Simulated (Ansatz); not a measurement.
Consider CsFeF3 (cubic perovskite) (Pm-3m).

The structure was built from a prototype and need not be the compound's stable phase.

The structure is cubic, space group Pm-3m (No. 221). Conventional cell: a = 4.030 Å, b = 4.030 Å, c = 4.030 Å, α = 90.00°, β = 90.00°, γ = 90.00°. Nearest to Cs lie 12 F at 2.85 Å. Fe has 6 F at 2.02 Å nearest. Nearest to F lie 2 Fe at 2.02 Å and 4 Cs at 2.85 Å. Farther neighbours and most contacts between anions are not listed.

```xyz
5
Lattice="0.0000 -4.0301 0.0000 0.0000 0.0000 4.0301 -4.0301 0.0000 0.0000" Properties=species:S:1:pos:R:3 pbc="T T T"
Cs    0.0000    0.0000    0.0000
Fe   -2.0151   -2.0151    2.0151
F     0.0000   -2.0151    2.0151
F    -2.0151   -2.0151    0.0000
F    -2.0151    0.0000    2.0151
```

The structure was relaxed with LDA. The structure type comes from a generator and need not be one that this composition takes. The structure was generated from a model, not taken from a measurement. The runs that relaxed it are not among those shown. The program's search for lower electronic states was switched off, so nothing shows that the state found is the lowest. Spin-orbit coupling is left out unless a run names it. PAW set soft_2, made with PBE.

A constrained-RPA run (Ansatz 0.2.0; non-magnetic LDA; Fe d, bands v3 to c2, 4×4×4 mesh, medium accuracy) builds 5 functions on bands 2.6 eV wide, with 6.0 electrons in the window. The bare on-site interaction is 21.6 eV and the bare J 0.73 eV.

Q: What U and J survive the screening?

On the Fe d shell, U = 6.82 eV (32 % of the bare value), U′ = 5.63 eV, J = 0.60 eV.

The parent state is non-magnetic and the interaction static (zero frequency); U depends on the window and the orbitals, so it belongs to this model alone.

[Paths, hosts, dates, memory and timing lines, banners, echoed tables and standing remarks are left out of the program output.]

[Logs are printed without paths, hosts, clocks, repeated set-up lines and the standing remarks that a program may print on its own settings, such as how far it seeks lower states.]

[Runs of the session that timed out or met a known fault of the program may be left out.]

[Hosts, paths, dates, database ids (printed as entryN), source tags and the programs' standing remarks are cut or masked in the printed files.]
